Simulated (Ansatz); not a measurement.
**LiMg (Pm-3m): from the cell to its phonons**

Wanted: vibrations and spectra of LiMg (Pm-3m); the cell is already relaxed. After the zone centre comes a 4×4×4 q mesh on a 12×12×12 k mesh.

Method: DFT PBEsol, scalar-relativistic, plane waves, PAW, in Ansatz 0.2.0.

### 1. Starting point

Symmetry: Pm-3m, No. 221, cubic system. The conventional cell has a = 3.414 Å, b = 3.414 Å, c = 3.414 Å, α = 90.00°, β = 90.00°, γ = 90.00°. Nearest to Li lie 8 Mg at 2.96 Å. Nearest to Mg lie 8 Li at 2.96 Å. Farther neighbours are not listed.

Structure file:

```cif
data_structure
_symmetry_space_group_name_H-M 'Pm-3m'
_symmetry_Int_Tables_number 221
_cell_length_a 3.4139
_cell_length_b 3.4139
_cell_length_c 3.4139
_cell_angle_alpha 90.000
_cell_angle_beta 90.000
_cell_angle_gamma 90.000
_cell_volume 39.79
loop_
_atom_site_label
_atom_site_type_symbol
_atom_site_symmetry_multiplicity
_atom_site_Wyckoff_symbol
_atom_site_fract_x
_atom_site_fract_y
_atom_site_fract_z
_atom_site_occupancy
Li1 Li 1 a 0.00000 0.00000 0.00000 1
Mg1 Mg 1 b 0.50000 0.50000 0.50000 1
```

### 2. Zone-centre response

The cell comes from relaxations at this level that are not shown. The zone centre comes first: it holds the modes that light can see, as far as symmetry allows. No field response is asked, since the mesh shows no gap.

The input, input.yaml:

```yaml
crystal:
  lattice:
    - [3.4138712483, 0.0, 0.0]
    - [0.0, 3.4138712483, 0.0]
    - [0.0, 0.0, 3.4138712483]
  atoms:
    - { symbol: Li, position: [0.0, 0.0, 0.0] }
    - { symbol: Mg, position: [0.5, 0.5, 0.5] }
kpoints:
  mp_grid: { grid: [12, 12, 12] }
hamiltonian:
  xc: pbesol
scf:
  occupations: { method: methfessel_paxton, width: 0.15 }
output:
  eigenvalues: true
phonons:
  method: dfpt
```

Run with:

```console
ansatz run input.yaml --threads 4 --pin off --max-ram 7168MiB --backend cpu --events-out ev --progress --plain --runs-dir out
```

Numbers of over 12 decimals in the logs are rounded to 6 here.

What it wrote:

```text
Engine: ansatz 0.2.0, aarch64-unknown-linux-gnu
Pseudopotentials: kind: paw
Pseudopotential: Li, paw, valence charge 3, recommended cutoff 420 eV (normal), Li.paw.azcp
Pseudopotential: Mg, paw, valence charge 10, recommended cutoff 420 eV (normal), Mg.paw.azcp
Functional definition: PBEsol
  exchange = pbesol_x
  correlation = pbesol_c
Crystal: 2 atoms, lattice volume = 39.787 Å³
Basis set: ecut = 420 eV, 751 PW (Γ), exchange–correlation on 48×48×48 points (8 copies of the dense FFT grid, shifted against one another)
Bands: 11, of which v1, the nominal top of the filled ones, is band 7 counted from 1 (6 counted from 0)
Symmetry: 48 space group operations
k-points: 196 of 1728 (irreducible under 8 space group operations, time reversal used)
Non-local potential: Li, projectors of the file, l = 0: 3, l = 1: 2, l = 2: 1
Non-local potential: Mg, projectors of the file, l = 0: 3, l = 1: 2, l = 2: 1
PAW form: soft (Blöchl's): semilocal exchange-correlation on the pseudo side does not see the compensation charge
PAW frozen core: Mg, regenerated for the run's functional, and the local potential with it (the file was generated under x = pbe(κ = 0.804, μ = 0.219515), c = pbe(β = 0.066725))
PAW one-centre angular grid: Li, 110 points (default); XC on 64 Gauss nodes
PAW one-centre angular grid: Mg, 110 points (default); XC on 64 Gauss nodes
Initial density: superposition of atomic densities (neutral atoms: chi_scale 0, normalization atom), corrected by the library's trained network
Initial wavefunctions: pseudopotential atomic-orbital guess
Functional: x = pbesol(κ = 0.804, μ = 0.123457), c = pbesol(β = 0.046)
SCF iter   1: F=—  HF=-2115.170656 eV  |F-HF|=—  |Δ(HF+E_count)|=         —  Δρ=1.73e-3  dr2=5.83e-4  ethr=1.77e-3  ⟨swp⟩=5.0  Hψ=12575  notcnv=0
preconditioner: auto → none  [insulator: Δε(μ)=0.115 eV  Ē_g=7.460 eV  σ=0.150 eV  W_gap=0.58  n_scr=6 (ndim 8)  ℏωp=10.2 eV  f_vac=0.000  D(μ)=0.74/eV (n_scr^D=0)  ε∞_Penn≈2.9]
SCF iter   2: F=—  HF=-2115.169421 eV  |F-HF|=—  |Δ(HF+E_count)|=   1.24e-3  S|Δr|=    0.00e0  Δρ=6.14e-4  dr2=7.98e-5  ethr=4.48e-6  ⟨swp⟩=2.9  Hψ=5164  notcnv=0
SCF iter   3: F=—  HF=-2115.169277 eV  |F-HF|=—  |Δ(HF+E_count)|=   1.43e-4  S|Δr|=    0.00e0  Δρ=9.23e-5  dr2=1.23e-6  ethr=6.14e-7  ⟨swp⟩=2.0  Hψ=3376  notcnv=0  defer=2
SCF iter   4: F=—  HF=-2115.169278 eV  |F-HF|=—  |Δ(HF+E_count)|=   7.34e-7  S|Δr|=    0.00e0  Δρ=9.40e-5  dr2=1.13e-6  ethr=9.46e-9  ⟨swp⟩=2.0  Hψ=3383  notcnv=0  defer=2
SCF iter   5: F=—  HF=-2115.169276 eV  |F-HF|=—  |Δ(HF+E_count)|=   1.62e-6  S|Δr|=    0.00e0  Δρ=9.20e-6  dr2=1.02e-8  ethr=8.73e-9  ⟨swp⟩=2.0  Hψ=3280  notcnv=0  defer=2
SCF iter   6: F=—  HF=-2115.169276 eV  |F-HF|=—  |Δ(HF+E_count)|=   1.62e-8  S|Δr|=    0.00e0  Δρ=5.96e-7  dr2=6.37e-11  ethr=7.83e-11  ⟨swp⟩=2.0  Hψ=3326  notcnv=0  defer=2
SCF iter   7: F=-2115.169276 eV  HF=-2115.169276 eV  |F-HF|=0.00e0  |Δ(HF+E_count)|=  8.50e-11  S|Δr|=    0.00e0  Δρ=1.37e-8  dr2=4.64e-14  ethr=1.00e-12  ⟨swp⟩=5.8  Hψ=8367  notcnv=0
SCF 1 converged in 7 iterations: F = -2115.169276 eV  dr2 = 4.64e-14
  greatest PAW one-centre occupation: 1.000 electrons in one spin orbital (limit 2), on the Mg atom at site 1 (counted from 0), in its partial waves of l = 0
DFPT response loops at Γ: preconditioner auto → Kerker (q_TF=auto, 2.264 Å⁻¹) (partly filled bands, converged f_vac=0.000); β = 1.00, the filter's whole step (`scf.mixing.beta` (0.50) is not read by the response loops under this deck's `scf.mixing.preconditioner`; to damp them name `kerker` or `kerker_dos`, under which they read `scf.mixing.beta`, and type it under 1.00, their step now; both keys bind the ground state too); Broyden in place of MSR1
SCF converged after 7 iterations
Stability not checked: this state was not tested for a lower state beside it, because cold or Methfessel-Paxton smearing, or corrected tetrahedra, fill the levels in a way that the test cannot read (fill_not_monotonic; see scf.lower_state_search)
Free energy (F): -2115.169276 eV
Harris-Foulkes:  -2115.169276 eV  (|F-HF|=0.00e0)
Internal energy: -2115.170585 eV  (E = F + TS)
E sigma→0 (E₀):  -2115.169604 eV
Entropy (-TS):   0.001309 eV (0.654 meV/atom)
Fermi energy:    3.787122 eV
--- Per-component energies (eV) ---
  E_band       = -454.083968
  E_kinetic    = 96.453319
  E_local      = -1838.562255  (includes V_loc(G=0)·N_el)
  E_nonlocal   = 63.297018
  E_hartree    = 656.507749
  E_xc         = -38.255008
  E_vxc        = -49.591701  (∫ρ·V_xc dr)
  E_paw        = -300.955848  (= ΣΔE_a)
  E_vpaw       = -38.695868  (= ΣTr[D̂ρ^β])
  E_aug_tail   = 0.000016  (compensation charges beyond the density's cutoff)
  E_ewald      = -753.714439
  E_core_change = 0.058862  (= ΣΔE_core)
  E_smearing   = 0.001309  (= −TS)
  E_closure    = 0.000000  (closes the sum)
  Σ components = -2115.169276   (vs F -2115.169276, Δ=0.00e0)
--- Band table (eV; the first three rows and the last of 196) ---
  k-point 0: bands = [... 3 lower, -38.6627, -38.6627, -1.8203, 8.8872, 8.8872, 8.8872, 9.6917, 9.6917]
  k-point 1: bands = [... 3 lower, -38.6627, -38.6627, -1.7418, 7.6010, 8.9673, 8.9673, 9.7773, 11.0053]
  k-point 2: bands = [... 3 lower, -38.6625, -38.6625, -1.5077, 6.0783, 9.2071, 9.2071, 10.0330, 12.5199]
  k-point 195: bands = [... 3 lower, -38.6690, -38.6690, 6.0853, 6.0853, 6.0853, 6.4022, 6.4022, 6.4022]
--- Phonons (Γ-DFPT): 2 representative perturbations + reference, on 196 of 1728 k-points (Σ response iterations 6) ---
  k mesh reduced under 8 symmetry operations, with k and −k counted as one. Each operation leaves every solved perturbation unchanged. A smaller set is not used because it would not reduce the number of displacements times k-points to solve
  ASR residual: 1.623e-5 → 0.000e0 eV/Å²; symmetrization residual: 8.067e-7 eV/Å²
  ASR residual per site (eV/Å²): 9.09e-6 1.62e-5
  Γ frequencies (cm⁻¹): 0.00 0.00 0.00 324.70 324.70 324.70
  non-analytic LO–TO correction: not included (Born effective charges unavailable; polar crystals: no LO–TO splitting at Γ)
```

Wall time 4 s (4 threads of Arm Neoverse V2, shared host); peak memory 0.48 GiB.

The column dr2 measures how far the density is from self-consistency, as an energy; F and HF (Harris–Foulkes) agree once it is small.

This step gave:

| Property | Result |
| --- | --- |
| volume per atom | 19.89 Å³ |
| gap on the k-mesh | 0 eV |
| sum-rule residual before enforcement | 1.62e-5 eV/Å² |
| point group | m-3m |
| highest optical mode at the zone centre (no LO-TO term) | 324.7 cm⁻¹ |
| lowest optical zone-centre mode | 324.7 cm⁻¹ |

Patterns of degenerate modes are one choice out of their space. The modes at Γ (shares of kinetic energy by element, %):

```
mode  frequency (cm⁻¹)  symmetry  Li %  Mg %
   1               0.0  acoustic    22    78
   2               0.0  acoustic    22    78
   3               0.0  acoustic    22    78
   4             324.7       T1u    78    22
   5             324.7       T1u    78    22
   6             324.7       T1u    78    22
```

Displacements in mode 4 (324.7 cm⁻¹), the largest set to 1:
```
Li1  0.00  0.00  1.00
Mg2  0.00  0.00 -0.29
```

Before it was imposed, the acoustic sum rule was missed by 1.6e-5 eV/Å². Small misses are needed for a sound result but don't prove that mesh and cutoff are converged. The lowest optical mode is real, 325 cm⁻¹.

[end of part 1 of 2]

[Logs are printed without paths, hosts, clocks, repeated set-up lines and the standing remarks that a program may print on its own settings, such as how far it seeks lower states.]

[Hosts, paths, dates, database ids (printed as entryN), source tags and the programs' standing remarks are cut or masked in the printed files.]
